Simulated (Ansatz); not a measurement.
# Meshes and cutoff for the phonons of Ta (Im-3m, 1 atom in the cell)

Aim: how dense must the meshes and how high the cutoff be for the phonons of Ta (Im-3m, 1 atom in the cell)?

Program: Ansatz 0.2.0. Level of theory: DFT PBEsol, scalar-relativistic, plane waves, PAW. Results are calculated unless marked as measured.

### 1. Set-up

It takes space group Im-3m (No. 229, cubic). The conventional cell has a = 3.281 Å, b = 3.281 Å, c = 3.281 Å, α = 90.00°, β = 90.00°, γ = 90.00°. Ta has 8 Ta at 2.84 Å nearest.

### 2. Relaxing to small forces for the phonons

Phonons need a cell at rest on their own settings, so the relaxation is repeated with tight tolerances on forces and stress, using the mesh and the filling of the phonon run that follows.

input.yaml

```yaml
crystal:
  lattice:
    - [-1.6402597623, 1.6402597623, 1.6402597623]
    - [1.6402597623, -1.6402597623, 1.6402597623]
    - [1.6402597623, 1.6402597623, -1.6402597623]
  atoms:
    - { symbol: Ta, position: [0.0, 0.0, 0.0] }
kpoints:
  mp_grid: { grid: [20, 20, 20] }
hamiltonian:
  xc: pbesol
scf:
  occupations: { method: methfessel_paxton, width: 0.2 }
output:
  forces: true
  stress: true
  eigenvalues: true
relax:
  adjacent_minimum: "off"
  f_tol: 0.001
  max_steps: 60
  cell: { stress_tol: 0.01 }
```

The run is started by

```bash
ansatz run input.yaml --threads 4 --pin off --max-ram 7168MiB --backend cpu --events-out ev --progress --plain --runs-dir out
```

Numbers of over 12 decimals in the logs are rounded to 6 here.

The log of the run:

```text
Engine: ansatz 0.2.0, aarch64-unknown-linux-gnu
Pseudopotentials: kind: paw
Pseudopotential: Ta, paw, valence charge 13, recommended cutoff 420 eV (normal), Ta.paw.azcp
Functional definition: PBEsol
  exchange = pbesol_x
  correlation = pbesol_c
Crystal: 1 atoms, lattice volume = 17.652 Å³
[...]
--- Relaxed structure (3 steps of the walk, 2 accepted, 1 SCFs on fresh bases) ---
  F+E_penalty+E_count = -9806.49916914 eV   max|allowed force component| = 0.000e0 eV/Å   (the final SCF, on the basis selected at the relaxed cell)
  cell:  # Å, volume = 17.6723 Å³
    - [-1.640884, 1.640884, 1.640884]
    - [1.640884, -1.640884, 1.640884]
    - [1.640884, 1.640884, -1.640884]
  atoms:
    - { symbol: Ta, position: [0.0, 0.0, 0.0] }
[key lines of the parts left out:]
SCF converged after 4 iterations
Free energy (F): -9806.499169 eV
Fermi energy:    18.850459 eV
P = ⅓ Tr σ = -0.0003 GPa (-0.003 kbar)
```

Run time: 3.5 s. Hardware: 4 threads of Arm Neoverse V1, shared host; peak memory 0.35 GiB.

Little changed from the start: no atom moved by 0.005 Å and no cell edge by 0.1 %.

Numbers from this step:

| Property | Result |
| --- | --- |
| pressure | -2.71e-4 GPa |
| volume per atom | 17.67 Å³ |
| gap on the k-mesh | 0 eV |

The forces vanish by symmetry and the pressure is 0.000 GPa, within the tolerances set. The cell now holds 17.67 Å³/atom.

### 3. Response at finite wavevector

Stability and thermal properties need the whole zone. Linear response on a 4×4×4 q mesh gives force constants as far as a supercell of that size would.

input.yaml

```yaml
crystal:
  lattice:
    - [-1.6408842579, 1.6408842579, 1.6408842579]
    - [1.6408842579, -1.6408842579, 1.6408842579]
    - [1.6408842579, 1.6408842579, -1.6408842579]
  atoms:
    - { symbol: Ta, position: [0.0, 0.0, 0.0] }
kpoints:
  mp_grid: { grid: [20, 20, 20] }
hamiltonian:
  xc: pbesol
scf:
  occupations: { method: methfessel_paxton, width: 0.2 }
output:
  eigenvalues: true
phonons:
  method: dfpt
  qmesh: [4, 4, 4]
  temperatures: { t_max: 1000, t_step: 50 }
  qpath:
    path:
      - [[0.0, 0.0, 0.0], [0.5, -0.5, 0.5], [0.0, 0.0, 0.5], [0.0, 0.0, 0.0], [0.25, 0.25, 0.25], [0.5, -0.5, 0.5]]
      - [[0.25, 0.25, 0.25], [0.0, 0.0, 0.5]]
    npoints: 10
```

The log of the run:

```text
[...]
Crystal: 1 atoms, lattice volume = 17.672 Å³
Basis set: ecut = 420 eV, 369 PW (Γ), exchange–correlation on 40×40×40 points (8 copies of the dense FFT grid, shifted against one another)
Bands: 11, of which v1, the nominal top of the filled ones, is band 7 counted from 1 (6 counted from 0)
Symmetry: 48 space group operations
k-points: 256 of 8000
[...]
SCF iter   1: F=—  HF=-9806.499131 eV  |F-HF|=—  |Δ(HF+E_count)|=         —  Δρ=2.20e-3  dr2=2.27e-4  ethr=1.77e-3  ⟨swp⟩=5.1  Hψ=14903  notcnv=0
[...]
SCF iter   8: F=-9806.499169 eV  HF=-9806.499169 eV  |F-HF|=1.82e-12  |Δ(HF+E_count)|=  9.09e-12  S|Δr|=    0.00e0  Δρ=1.30e-7  dr2=8.33e-13  ethr=1.00e-12  ⟨swp⟩=4.7  Hψ=9201  notcnv=0
SCF 1 converged in 8 iterations: F = -9806.499169 eV  dr2 = 8.33e-13
[...]
NSCF: frozen V_eff on 256 k-points
[...]
DFPT response loops at q = (0, 0, 0) (fractional): preconditioner auto → Kerker (q_TF=auto, 2.592 Å⁻¹) (partly filled bands, converged f_vac=0.000); β = 1.00, the filter's whole step (`scf.mixing.beta` (0.50) is not read by the response loops under this deck's `scf.mixing.preconditioner`; to damp them name `kerker` or `kerker_dos`, under which they read `scf.mixing.beta`, and type it under 1.00, their step now; both keys bind the ground state too); Broyden in place of MSR1
[...]
SCF converged after 8 iterations
[...]
Free energy (F): -9806.499169 eV
[...]
Internal energy: -9806.500133 eV  (E = F + TS)
E sigma→0 (E₀):  -9806.499410 eV
Entropy (-TS):   0.000964 eV (0.964 meV/atom)
Fermi energy:    18.850459 eV
[...]
--- Band table (eV; the first three rows and the last of 256) ---
  k-point 0: bands = [... 3 lower, -14.0392, 10.8949, 19.5928, 19.5928, 19.5928, 22.9312, 22.9312, 33.5886]
  k-point 1: bands = [... 3 lower, -14.0394, 11.0095, 19.5173, 19.5726, 19.7057, 22.8034, 22.9310, 33.6942]
  k-point 2: bands = [... 3 lower, -14.0400, 11.3436, 19.3060, 19.4899, 20.0412, 22.5174, 22.9356, 33.9733]
  k-point 255: bands = [... 3 lower, -14.9137, 14.9478, 14.9478, 25.8733, 25.8733, 25.8733, 27.6579, 27.6579]
--- Phonons (Γ-DFPT): 1 representative perturbation + reference (Σ response iterations 3) ---
  ASR residual: 6.128e-5 → 0.000e0 eV/Å²; symmetrization residual: 1.137e-13 eV/Å²
  ASR residual per site (eV/Å²): 6.13e-5
  Γ frequencies (cm⁻¹): 0.00 0.00 0.00
--- Phonons (arbitrary-q DFPT): 8 irreducible q on the 4×4×4 mesh ---
  q = [0.0000, 0.0000, 0.0000] (star 1, of the zone-centre solve; hermiticity 1.06e-9, symmetrization 1.86e-9): -0.00 0.00 0.00
  q = [0.0000, 0.0000, 0.2500] (star 12, 2 solved perturbations in 6410 linear systems a pass and spin channel, the states on 4200 of 8000 k-point pairs; hermiticity 1.37e-14, symmetrization 2.29e-14): 61.81 78.77 116.16
[...]
q = [0.2500, 0.2500, 0.2500] (star 2, 1 solved perturbation on 1116 of 8000 k-point pairs; hermiticity 6.49e-14, symmetrization 1.31e-13): 128.25 128.25 128.25
[...]
sum rule: each row above includes the acoustic sum rule's correction from the zone centre's row sums; it moved no ω² by more than (0.30 cm⁻¹)²
  mesh force constants: q→R imaginary residual 0.00e0; ASR residual 6.128e-5 → 0.000e0 eV/Å²; symmetrization residual 1.776e-15 eV/Å²
  interpolated dispersion: 62 rows × 3 modes
  density of states and harmonic sums: on the 28×28×28 q-mesh, interpolated from the force constants of a 4×4×4 supercell (no non-analytic term)
  largest difference from the sums on the solved wave vectors: F 1.60e-2 eV, S 2.01e-5 and C_V 4.32e-6 eV/K
  zero-point energy: 0.021380 eV/cell   skipped modes (ω ≤ 0): 3   left out of the sums: 4.56e-5 of the cell's modes: C_V's classical limit lies that fraction below 3 k_B per atom; for a crystal, a wire or a layer, F and S can be off by more, and a phonons.interpolated_qmesh denser along its periods is the remedy for the sampling
```

Wall time 2.2 min (4 threads); peak memory 3.5 GiB.

This step gave:

```yaml
sum_rule_residual_before_enforcement: 6.13e-5 eV/Å²
lowest_frequency_on_the_path: 0 cm⁻¹
highest_frequency_on_the_path_or_at_a_solved_wavevector: 167.5 cm⁻¹
mean_frequency: 115 cm⁻¹
debye_temperature_second_moment: 222 K
logarithmic_mean_frequency: 109.3 cm⁻¹
lowest_mode_on_the_q_mesh_acoustic_modes_at_gamma_apart: 61.81 cm⁻¹
zero_point_energy_per_atom: 21.38 meV
heat_capacity_at_300_k: 24.27 J/(mol atoms K)
vibrational_entropy_at_300_k: 41.40 J/(mol atoms K)
```

Frequencies (cm⁻¹) solved at each irreducible wavevector; negative means imaginary. Frequencies by wavevector, by row:

```
q in reciprocal lattice units  star  mode 1  mode 2  mode 3
                        0 0 0     1       0       0       0
                     0 0 0.25    12    61.8    78.8   116.2
                     0 0 -0.5     6    92.5   136.9   147.5
                  0 0.25 0.25    24    93.8   103.9   151.4
               0.25 0.25 0.25     2   128.2   128.2   128.2
              0.25 0.25 -0.25     6   107.5   107.5   145.8
               0.25 -0.5 -0.5    12   107.6   144.7   156.9
               -0.5 -0.5 -0.5     1   167.5   167.5   167.5
```

Interpolated from a 4×4×4 q mesh. Phonon branches along the path, in cm⁻¹:

```
    point  branch 1  branch 2  branch 3
        Γ         0         0         0
  halfway       108       108       146
        H       168       168       168
  halfway       108       145       157
        N        92       137       148
  halfway        62        79       116
        Γ         0         0         0
  halfway        63        63       143
        P       128       128       128
  halfway       101       140       140
        H       168       168       168
jump to P       128       128       128
  halfway        98       127       143
        N        92       137       148
```

The phonon branches as a text plot (rows in cm⁻¹):

```
    164 |         ******                                ***
    157 |          *  *****                  *         *
    150 |        *      *  ***              * *       * *
    143 |    ***  *    * **   *            *   *     *      *****
    136 |       **         *****                  ***  *   *   **
    129 |       *               *               **         *  *
    122 |   *           *       *         *    *           ***
    115 |                        *               *    *
    108 |     **         *                    *   *         *
    101 |                         *      *           *       *
     94 |                 * ***              *     **         ***
     87 |  *               *   *
     80 |    *                  ** *        *
     73 |
     66 |                               *  *
     59 |                        ** *
     52 |   *                     *       *
     45 | *
     38 |                          *   * *
     31 |  *                         *  *
     24 |                           *
     17 |                              *
     10 | *                          *
      3 |*                            *
         Γ           H       N        Γ         P        H|P    N
```

Symmetry leaves 8 wavevectors to solve. The lowest mode among them, the acoustic zeros apart, lies at q = (0, 0, 0.25) and is real, 61.8 cm⁻¹.

### 4. Another q mesh, q mesh 2×2×2

The q mesh is changed to 2×2×2, to see how far the force constants must reach.

input.yaml: that of step 3 with these lines changed.

```diff
@@ -17,3 +17,3 @@
   method: dfpt
-  qmesh: [4, 4, 4]
+  qmesh: [2, 2, 2]
   temperatures: { t_max: 1000, t_step: 50 }
```

The log of the run:

```text
[...]
Crystal: 1 atoms, lattice volume = 17.672 Å³
Basis set: ecut = 420 eV, 369 PW (Γ), exchange–correlation on 40×40×40 points (8 copies of the dense FFT grid, shifted against one another)
Bands: 11, of which v1, the nominal top of the filled ones, is band 7 counted from 1 (6 counted from 0)
Symmetry: 48 space group operations
k-points: 256 of 8000
[...]
SCF iter   1: F=—  HF=-9806.499131 eV  |F-HF|=—  |Δ(HF+E_count)|=         —  Δρ=2.20e-3  dr2=2.27e-4  ethr=1.77e-3  ⟨swp⟩=5.1  Hψ=14903  notcnv=0
[...]
SCF iter   8: F=-9806.499169 eV  HF=-9806.499169 eV  |F-HF|=1.82e-12  |Δ(HF+E_count)|=  9.09e-12  S|Δr|=    0.00e0  Δρ=1.30e-7  dr2=8.33e-13  ethr=1.00e-12  ⟨swp⟩=4.7  Hψ=9201  notcnv=0
SCF 1 converged in 8 iterations: F = -9806.499169 eV  dr2 = 8.33e-13
[...]
SCF converged after 8 iterations
[...]
Free energy (F): -9806.499169 eV
[...]
Internal energy: -9806.500133 eV  (E = F + TS)
E sigma→0 (E₀):  -9806.499410 eV
Entropy (-TS):   0.000964 eV (0.964 meV/atom)
Fermi energy:    18.850459 eV
[...]
--- Band table (eV; the first three rows and the last of 256) ---
  k-point 0: bands = [... 3 lower, -14.0392, 10.8949, 19.5928, 19.5928, 19.5928, 22.9312, 22.9312, 33.5886]
  k-point 1: bands = [... 3 lower, -14.0394, 11.0095, 19.5173, 19.5726, 19.7057, 22.8034, 22.9310, 33.6942]
  k-point 2: bands = [... 3 lower, -14.0400, 11.3436, 19.3060, 19.4899, 20.0412, 22.5174, 22.9356, 33.9733]
  k-point 255: bands = [... 3 lower, -14.9137, 14.9478, 14.9478, 25.8733, 25.8733, 25.8733, 27.6579, 27.6579]
[...]
ASR residual: 6.128e-5 → 0.000e0 eV/Å²; symmetrization residual: 1.137e-13 eV/Å²
  ASR residual per site (eV/Å²): 6.13e-5
  Γ frequencies (cm⁻¹): 0.00 0.00 0.00
--- Phonons (arbitrary-q DFPT): 3 irreducible q on the 2×2×2 mesh ---
[...]
interpolated dispersion: 62 rows × 3 modes
[...]
```

Wall time 21 s (4 threads); peak memory 1.2 GiB.

This step gave:

```
mean frequency                                        : 122.6 cm⁻¹
lowest mode on the q mesh (acoustic modes at Γ apart) : 92.55 cm⁻¹
```

Frequencies (cm⁻¹) solved at each irreducible wavevector; negative means imaginary. Frequencies by wavevector, by row:

```
q in reciprocal lattice units  star  mode 1  mode 2  mode 3
                        0 0 0     1       0       0       0
                     0 0 -0.5     6    92.5   136.9   147.5
               -0.5 -0.5 -0.5     1   167.5   167.5   167.5
```

Interpolated from a 2×2×2 q mesh, rough between the solved points. The phonon branches at the labelled points (cm⁻¹):

```
    point  branch 1  branch 2  branch 3
        Γ         0         0         0
  halfway        99       134       134
        H       168       168       168
  halfway       135       153       158
        N        92       137       148
  halfway        65        97       104
        Γ         0         0         0
  halfway        95        95       120
        P       132       132       132
  halfway       131       150       150
        H       168       168       168
jump to P       132       132       132
  halfway       110       138       140
        N        92       137       148
```

The phonon branches as a text plot (rows in cm⁻¹):

```
    164 |         *******                               ***
    157 |        **    ****                           ***
    150 |       *        *****                       * *        *
    143 |        *      *  *  **              *    ** *       **
    136 |     **         *  ***              * * **        ******
    129 |                      **           *  ***   *     *
    122 |       *         *     *          *  *   ***       *
    115 |    *                               *               *
    108 |                                   *
    101 |     **           *     *        *                   *
     94 |   *               ***  *         *                   **
     87 |                      *  *
     80 |                       * *      **
     73 |    *
     66 |  *                     * *
     59 |                          *    **
     52 |   *                     *
     45 |                          **   *
     38 |  *
     31 | *                         *  *
     24 |                            * *
     17 | *                          *
     10 |
      3 |*                            *
         Γ           H       N        Γ         P        H|P    N
```

The mean frequency is 122.6 cm⁻¹, +7.6 cm⁻¹ against the base run.

On this path the spectrum ends at 168 cm⁻¹ (at H). No branch goes imaginary on this path.

### 5. Another q mesh, k-mesh 21×21×21, q mesh 3×3×3

The q mesh is changed to 3×3×3, to see how far the force constants must reach; the k mesh is 21×21×21, against 20×20×20 in the base run, so that the q mesh divides it.

input.yaml: that of step 4 with these lines changed.

```diff
@@ -8,3 +8,3 @@
 kpoints:
-  mp_grid: { grid: [20, 20, 20] }
+  mp_grid: { grid: [21, 21, 21] }
 hamiltonian:
@@ -17,3 +17,3 @@
   method: dfpt
-  qmesh: [2, 2, 2]
+  qmesh: [3, 3, 3]
   temperatures: { t_max: 1000, t_step: 50 }
```

The log of the run:

```text
[...]
Crystal: 1 atoms, lattice volume = 17.672 Å³
Basis set: ecut = 420 eV, 369 PW (Γ), exchange–correlation on 40×40×40 points (8 copies of the dense FFT grid, shifted against one another)
Bands: 11, of which v1, the nominal top of the filled ones, is band 7 counted from 1 (6 counted from 0)
Symmetry: 48 space group operations
k-points: 286 of 9261
[...]
k-point 285: bands = [... 3 lower, -14.9041, 14.9762, 14.9899, 25.4850, 25.4850, 25.8205, 27.4777, 28.1063]
[...]
ASR residual: 3.605e-5 → 0.000e0 eV/Å²; symmetrization residual: 3.240e-13 eV/Å²
  ASR residual per site (eV/Å²): 3.60e-5
  Γ frequencies (cm⁻¹): 0.00 0.00 0.00
--- Phonons (arbitrary-q DFPT): 4 irreducible q on the 3×3×3 mesh ---
[...]
interpolated dispersion: 62 rows × 3 modes
[...]
[key lines of the parts left out:]
SCF converged after 8 iterations
Free energy (F): -9806.499331 eV
Fermi energy:    18.867588 eV
```

The job ended after 68 s (4 threads; peak memory 2.2 GiB; 4.2 min of CPU time).

Frequencies (cm⁻¹) solved at each irreducible wavevector; negative means imaginary. Frequencies by wavevector, by row:

```
q in reciprocal lattice units  star  mode 1  mode 2  mode 3
                        0 0 0     1       0       0       0
                   0 0 0.3333    12    81.3   110.5   128.5
              0 0.3333 0.3333     8    83.9   130.5   130.5
        0.3333 0.3333 -0.3333     6   143.4   146.5   146.5
```

The mean frequency is 115.3 cm⁻¹, +0.3 cm⁻¹ against the base run, whose k mesh differs too.

### 6. Another q mesh, k-mesh 24×24×24, q mesh 6×6×6

The q mesh is changed to 6×6×6, to see how far the force constants must reach; the k mesh is 24×24×24, against 20×20×20 in the base run, so that the q mesh divides it.

input.yaml: that of step 5 with these lines changed.

```diff
@@ -8,3 +8,3 @@
 kpoints:
-  mp_grid: { grid: [21, 21, 21] }
+  mp_grid: { grid: [24, 24, 24] }
 hamiltonian:
@@ -17,3 +17,3 @@
   method: dfpt
-  qmesh: [3, 3, 3]
+  qmesh: [6, 6, 6]
   temperatures: { t_max: 1000, t_step: 50 }
```

The log of the run:

```text
[...]
Crystal: 1 atoms, lattice volume = 17.672 Å³
Basis set: ecut = 420 eV, 369 PW (Γ), exchange–correlation on 40×40×40 points (8 copies of the dense FFT grid, shifted against one another)
Bands: 11, of which v1, the nominal top of the filled ones, is band 7 counted from 1 (6 counted from 0)
Symmetry: 48 space group operations
k-points: 413 of 13824
[...]
ASR residual: 3.901e-5 → 0.000e0 eV/Å²; symmetrization residual: 6.821e-13 eV/Å²
  ASR residual per site (eV/Å²): 3.90e-5
  Γ frequencies (cm⁻¹): 0.00 0.00 0.00
--- Phonons (arbitrary-q DFPT): 16 irreducible q on the 6×6×6 mesh ---
[...]
q = [0.0000, 0.1667, 0.3333] (star 48, 3 solved perturbations on 13824 of 13824 k-point pairs: no pair is spared here; hermiticity 3.14e-6, symmetrization 4.27e-17): 95.02 115.83 149.08
[...]
interpolated dispersion: 62 rows × 3 modes
[...]
[key lines of the parts left out:]
SCF converged after 8 iterations
Free energy (F): -9806.499074 eV
Fermi energy:    18.859802 eV
```

Wall time 15 min (4 threads); peak memory 4.4 GiB; 57 min of CPU time.

Frequencies (cm⁻¹) solved at each irreducible wavevector; negative means imaginary. Frequencies by wavevector, by row:

```
q in reciprocal lattice units  star  mode 1  mode 2  mode 3
                        0 0 0     1       0       0       0
                   0 0 0.1667    12      41    50.7      89
                   0 0 0.3333    12    81.5   110.5   129.1
                     0 0 -0.5     6    93.7   141.5   147.8
              0 0.1667 0.1667    24    64.7      76   130.1
              0 0.1667 0.3333    48      95   115.8   149.1
              0 0.3333 0.3333     8    80.9   129.5   129.5
         0.1667 0.1667 0.1667     8    91.7    91.7   148.1
         0.1667 0.1667 0.3333    12   113.2   119.7   140.1
        0.1667 0.1667 -0.1667     6    63.7    63.7     115
        0.1667 0.3333 -0.3333    24   102.6   117.1   143.6
             0.1667 -0.5 -0.5    12   100.8   141.5   151.5
          0.1667 -0.5 -0.3333    24     111   139.1   146.8
        0.3333 0.3333 -0.3333     6   142.1   146.5   146.5
             0.3333 -0.5 -0.5    12   143.8   157.9   162.5
               -0.5 -0.5 -0.5     1   168.1   168.1   168.1
```

The mean frequency is 115.9 cm⁻¹, +0.9 cm⁻¹ against the base run, whose k mesh differs too.

(Continued in part 2 of 3.)

[Logs are printed without paths, hosts, clocks, repeated set-up lines and the standing remarks that a program may print on its own settings, such as how far it seeks lower states.]

[Hosts, paths, dates, database ids (printed as entryN), source tags and the programs' standing remarks are cut or masked in the printed files.]
